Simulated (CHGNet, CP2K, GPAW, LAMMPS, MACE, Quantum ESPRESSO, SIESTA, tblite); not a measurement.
**A faulty CP2K run on amorphous 32Ga2O3-68GeO2 (mol %) (69 atoms)**

Program: CP2K 2026.2, a calculation on a cell of 12 Ga, 13 Ge and 44 O, 13.6 Å³ an atom.

Contents of input.inp:

```
&GLOBAL
  PROJECT cell
  RUN_TYPE ENERGY_FORCE
  PRINT_LEVEL LOW
&END GLOBAL
&FORCE_EVAL
  METHOD QS
  STRESS_TENSOR ANALYTICAL
  &DFT
    BASIS_SET_FILE_NAME BASIS_MOLOPT_UZH
    POTENTIAL_FILE_NAME POTENTIAL_UZH
    &MGRID
      CUTOFF 800
      REL_CUTOFF 50
      NGRIDS 5
    &END MGRID
    &QS
      EPS_DEFAULT 1.0E-04
    &END QS
    &SCF
      SCF_GUESS ATOMIC
      EPS_SCF 1.0E-06
      MAX_SCF 25
      ADDED_MOS 14
      &DIAGONALIZATION
        ALGORITHM STANDARD
      &END DIAGONALIZATION
      &SMEAR ON
        METHOD FERMI_DIRAC
        ELECTRONIC_TEMPERATURE [K] 580
      &END SMEAR
      &MIXING
        METHOD BROYDEN_MIXING
        ALPHA 0.3
        NBROYDEN 8
      &END MIXING
      &PRINT
        &RESTART OFF
        &END RESTART
      &END PRINT
    &END SCF
    &XC
      &XC_FUNCTIONAL PBE
      &END XC_FUNCTIONAL
    &END XC
    &PRINT
      &MULLIKEN ON
      &END MULLIKEN
      &HIRSHFELD ON
        SHAPE_FUNCTION DENSITY
      &END HIRSHFELD
      &MO ON
        EIGENVALUES T
        OCCUPATION_NUMBERS T
        MO_INDEX_RANGE 225 248
        &EACH
          QS_SCF 0
        &END EACH
        ADD_LAST NUMERIC
      &END MO
    &END PRINT
  &END DFT
  &SUBSYS
    &CELL
      A 9.77983 0.00000 0.00000
      B 0.00000 9.77983 0.00000
      C 0.00000 0.00000 9.77983
    &END CELL
    &COORD
      SCALED
      Ga 0.45002 0.06487 0.84015
      Ga 0.05869 0.49702 0.59069
      Ga 0.50704 0.68762 0.92198
      Ga 0.49874 0.75384 0.30319
      Ga 0.11100 0.97895 0.66957
      Ga 0.60355 0.23127 0.62546
      Ga 0.74562 0.82337 0.16820
      Ga 0.68879 0.52482 0.17463
      Ga 0.94616 0.22419 0.70372
      Ga 0.38908 0.55437 0.58836
[... 55 atom lines left out ...]
      O 0.77176 0.41115 0.03256
      O 0.11414 0.67872 0.28841
      O 0.49000 0.90274 0.48540
      O 0.60009 0.93070 0.25740
    &END COORD
    &KIND Ga
      BASIS_SET DZVP-MOLOPT-PBE-GTH-q13
      POTENTIAL GTH-PBE-q13
    &END KIND
    &KIND Ge
      BASIS_SET DZVP-MOLOPT-PBE-GTH-q4
      POTENTIAL GTH-PBE-q4
    &END KIND
    &KIND O
      BASIS_SET DZVP-MOLOPT-PBE-GTH-q6
      POTENTIAL GTH-PBE-q6
    &END KIND
  &END SUBSYS
  &PRINT
    &FORCES ON
    &END FORCES
    &STRESS_TENSOR ON
    &END STRESS_TENSOR
  &END PRINT
&END FORCE_EVAL
```

Launch:

```sh
$ OMP_NUM_THREADS=1 mpirun -np 4 cp2k.psmp -i input.inp > output.txt
```

Log:

```text
CP2K| version string:                                       CP2K version 2026.2
 CP2K| Input file name                                                 input.inp
 GLOBAL| Basis set file name                                    BASIS_MOLOPT_UZH
 GLOBAL| Potential file name                                       POTENTIAL_UZH
 GLOBAL| Run type                                                   ENERGY_FORCE
 GLOBAL| Total number of message passing processes                             4
 GLOBAL| Number of threads for this process                                    1
 TOTAL NUMBERS AND MAXIMUM NUMBERS
  Total number of            - Atomic kinds:                                   3
                             - Atoms:                                         69
                             - Shell sets:                                    69
                             - Shells:                                       369
                             - Primitive Cartesian functions:                344
                             - Cartesian basis functions:                   1158
                             - Spherical basis functions:                   1041
  Maximum angular momentum of- Orbital basis functions:                        3
                             - Local part of the GTH pseudopotential:          2
                             - Non-local part of the GTH pseudopotential:      4
 SCF PARAMETERS         Density guess:                                    ATOMIC
                        max_scf:                                              25
                        eps_scf:                                        1.00E-06
                        added MOs                                        14    0
                        Mixing method:                            BROYDEN_MIXING
                                                charge density mixing in g-space
                        Smear method:                                FERMI_DIRAC
                        Electronic temperature [K]:                        580.0
                        Electronic temperature [a.u.]:                  1.84E-03
                        Accuracy threshold:                             1.00E-10
 *   ___                                                                       *
 *  /   \                                                                      *
 * [ABORT]                                                                     *
 *  \___/    Cholesky decompose failed: the matrix is not positive definite or *
 *    |                              ill-conditioned.                          *
 *  O/|                                                                        *
 * /| |                                                                        *
```

The job ended after 1.8 s (4 MPI ranks of AMD EPYC 9R14 (Zen 4), shared host; peak memory 1.9 GiB).

Banners, paths, timers and routine set-up lines are dropped from the logs unmarked, and long logs keep their key lines alone; longer cuts are marked.

Q: Name the fault.

Integrals screened far too loosely: EPS_DEFAULT 0.0001.

The run ended with an error.

[Also dropped from logs without a mark: logging warnings of Python, and SIESTA's first energy breakdown and zero terms.]

[Logs are printed without paths, hosts, clocks, repeated set-up lines and the standing remarks that a program may print on its own settings, such as how far it seeks lower states.]

[Hosts, paths, dates, database ids (printed as entryN), source tags and the programs' standing remarks are cut or masked in the printed files.]
